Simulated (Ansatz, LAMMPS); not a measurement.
# Local environments in amorphous poly(p-phenylene) (as short chains C38H30) at 300 K (204 atoms)

Density of this cell: 1.20 g/cm³. The cell holds 204 atoms: 114 C and 90 H. Its edges and angles: a = 12.642 Å, b = 12.642 Å, c = 12.642 Å, α = 90.0°, β = 90.0°, γ = 90.0°. 3 poly(p-phenylene) chains of 6 units with methyl end groups placed at random, at 1.2 g/cm³; overlaps pushed apart, then 20 ps at 800 K with MMFF94 bonds, angles, torsions, charges and radii (Halgren, J. Comput. Chem. 17, 490 (1996)) in harmonic and 12-6 forms. Snapshot after 30 ps at 300 K and fixed volume.

Method: Kohn-Sham DFT, PBE+D4, PAW (set soft_2), plane waves (Ansatz 0.2.0; cutoff 420 eV, Γ point, fixed occupations), at the geometry as built.

The whole cell was solved; only parts of it are printed.

A closer look about C25, which bears the longest force: 22 atoms, nearest first, numbered in the order of the input, with positions taken from that point.

```tsv
atom	x	y	z	distance (Å)	bonds	Löwdin charge (e)	Fx	Fy	Fz (eV/Å)
C25	0.00	0.00	0.00	0.00	3	-0.13	-2.46	-2.92	-4.24
H57	-0.37	0.70	-0.72	1.07	1	0.19	0.16	0.80	-0.42
C20	0.36	0.33	1.20	1.30	3	0.04	0.78	-0.89	3.65
C24	-0.16	-1.36	-0.41	1.43	3	-0.12	-0.20	1.86	-1.36
H56	-0.42	-1.51	-1.45	2.14	1	0.19	-0.24	-0.23	-0.07
C21	0.65	-0.72	2.11	2.32	3	-0.14	0.97	-0.56	-0.97
C17	0.45	1.70	1.58	2.36	3	0.05	0.39	1.25	0.88
C23	0.14	-2.41	0.40	2.44	3	0.05	0.40	1.80	0.58
C22	0.63	-2.04	1.65	2.69	3	-0.13	-1.33	2.26	-0.35
H117	-2.64	0.64	0.44	2.75	1	0.17	-0.19	-0.10	0.31
H52	-1.52	2.13	1.25	2.90	1	0.19	-1.86	-0.65	-0.68
H67	1.54	0.39	-2.58	3.03	1	0.18	0.42	0.00	0.91
C18	-0.62	2.56	1.55	3.05	3	-0.13	-0.40	-0.75	-0.81
H68	2.80	0.44	-1.21	3.08	1	0.20	-0.02	-0.63	-0.20
H64	0.02	2.08	-2.47	3.23	1	0.17	0.10	0.48	0.18
H54	1.16	-0.54	3.04	3.30	1	0.19	-0.25	0.30	0.58
C38	2.42	0.91	-2.11	3.34	4	-0.46	-1.49	-1.11	-0.34
H111	-2.55	-0.30	2.24	3.40	1	0.18	0.03	-0.14	0.25
C16	1.64	2.19	2.04	3.41	3	-0.12	2.21	-0.52	0.12
C36	0.73	2.75	-1.95	3.45	3	-0.13	0.30	-0.66	-0.45
C35	2.03	2.27	-1.75	3.51	3	0.06	-1.11	0.62	0.00
H51	2.53	1.54	1.97	3.56	1	0.17	-0.25	0.07	0.26
```

Local excerpt of 34 atoms (numbers count through the whole input) about H119, picked at random; x, y, z are measured from there.

```tsv
atom	x	y	z	distance (Å)	bonds	Löwdin charge (e)	Fx	Fy	Fz (eV/Å)
H119	0.00	0.00	0.00	0.00	1	0.19	1.48	0.33	-0.99
C84	-0.82	-0.35	0.55	1.04	3	-0.12	-0.29	0.20	-0.42
C83	-0.61	-0.83	1.80	2.07	3	-0.14	-0.50	0.46	0.08
C85	-2.06	-0.21	-0.06	2.07	3	0.04	0.81	0.79	0.18
H122	-0.39	1.63	-1.25	2.09	1	0.21	1.17	0.44	0.99
H191	2.05	0.35	0.61	2.16	1	0.18	-0.39	-0.01	0.40
H118	0.38	-0.88	2.18	2.38	1	0.19	1.10	-0.16	0.37
C89	-1.21	1.34	-1.83	2.57	3	-0.13	-0.57	0.40	-1.22
C88	-2.14	0.42	-1.37	2.58	3	0.05	0.29	0.43	0.17
C162	1.88	-1.44	-1.38	2.74	3	0.04	3.10	1.76	0.81
C167	1.30	-2.46	-0.75	2.88	3	-0.13	-1.64	-1.92	1.17
C158	3.00	0.18	0.14	3.01	3	-0.14	0.42	0.72	0.27
C163	1.40	-1.01	-2.56	3.09	3	-0.13	-2.15	-0.89	-2.26
H184	-1.76	1.90	1.90	3.21	1	0.20	-0.39	-1.64	0.88
H197	1.66	-2.78	0.22	3.24	1	0.18	0.14	-0.18	0.23
C86	-3.13	-0.52	0.74	3.26	3	-0.10	-3.17	-0.50	-0.08
C166	0.14	-3.05	-1.25	3.29	3	-0.12	0.39	-0.20	0.45
C82	-1.69	-1.20	2.57	3.30	3	0.04	0.40	-1.32	0.56
C159	3.12	-0.75	-0.85	3.32	3	0.04	-3.15	-1.58	-0.96
C148	-1.47	2.79	1.44	3.47	3	-0.14	-0.64	1.28	-0.27
C164	0.26	-1.65	-3.15	3.56	3	-0.14	0.54	0.56	0.63
H194	1.93	-0.26	-3.10	3.66	1	0.19	0.20	0.68	-0.48
C165	-0.44	-2.67	-2.48	3.67	3	0.04	-0.05	-0.49	1.46
C87	-2.95	-1.10	1.98	3.72	3	-0.15	1.16	0.52	0.10
C149	-0.23	3.35	1.71	3.77	3	-0.14	-0.51	-0.35	-0.30
H196	-0.25	-3.76	-0.53	3.80	1	0.18	-0.72	-0.39	-0.53
H185	0.44	2.92	2.41	3.81	1	0.19	0.45	-0.74	0.72
C93	-3.18	0.13	-2.21	3.88	3	-0.11	-1.23	-1.46	0.84
C90	-1.36	1.94	-3.08	3.89	3	-0.13	-0.29	-0.37	-1.27
C157	4.06	1.01	0.39	4.21	3	-0.13	0.81	-0.38	-0.86
C147	-2.42	3.46	0.64	4.27	3	0.05	1.23	-1.03	0.63
H120	-4.23	-0.34	0.45	4.27	1	0.17	1.73	-0.25	0.00
H195	-0.10	-1.30	-4.10	4.30	1	0.19	-0.12	0.22	-0.59
H135	-1.16	-3.93	1.35	4.32	1	0.17	-0.49	-0.41	0.16
```

Neighbours are counted within 1.85 Å (C-C), 1.34 Å (C-H).

Length of the force by element and coordination:

```tsv
element	coordination	atoms	mean length of the force (eV/Å)	spread	least	most
C	all	114	1.88	1.05	0.310	5.70
C	3	108	1.85	1.03	0.310	5.70
C	4	6	2.55	1.24	1.06	5.03
H	all	90	0.986	0.616	0.101	3.29
```

Löwdin charges by element and coordination (they lack the spilled electrons, 0.031 e an atom on average):

```tsv
element	coordination	atoms	mean charge (e)	spread	least	most
C	all	114	-0.0919	0.117	-0.479	0.0754
C	3	108	-0.0717	0.0825	-0.153	0.0754
C	4	6	-0.455	0.0152	-0.479	-0.428
H	all	90	0.186	0.0128	0.153	0.217
```

The force components of 1.0 eV/Å r.m.s. hold both thermal displacement and the mismatch between the potential that made the cell and DFT, above all in bond lengths inside molecules. The network of contacts between molecules at the start is that of the classical potential that made the cell, and needn't be the one that DFT or experiment would give. The density was typed from a rule of thumb and may lie off the real one at this temperature. Only the Γ point is sampled, in a cell whose shortest periodic width is 13 Å. The Löwdin charges lack the electrons that the projection spills, 0.031 e an atom on average.

[Long decimals in the printed logs are rounded to 6 places.]

[Logs are printed without paths, hosts, clocks, repeated set-up lines and the standing remarks that a program may print on its own settings, such as how far it seeks lower states.]

[Hosts, paths, dates, database ids (printed as entryN), source tags and the programs' standing remarks are cut or masked in the printed files.]

[The MMFF94 radii named for the starting cell were scaled by 0.96; in molecules described by MMFF94, hydrogen bound to N, O or S took a small fixed 12-6 site in their place.]
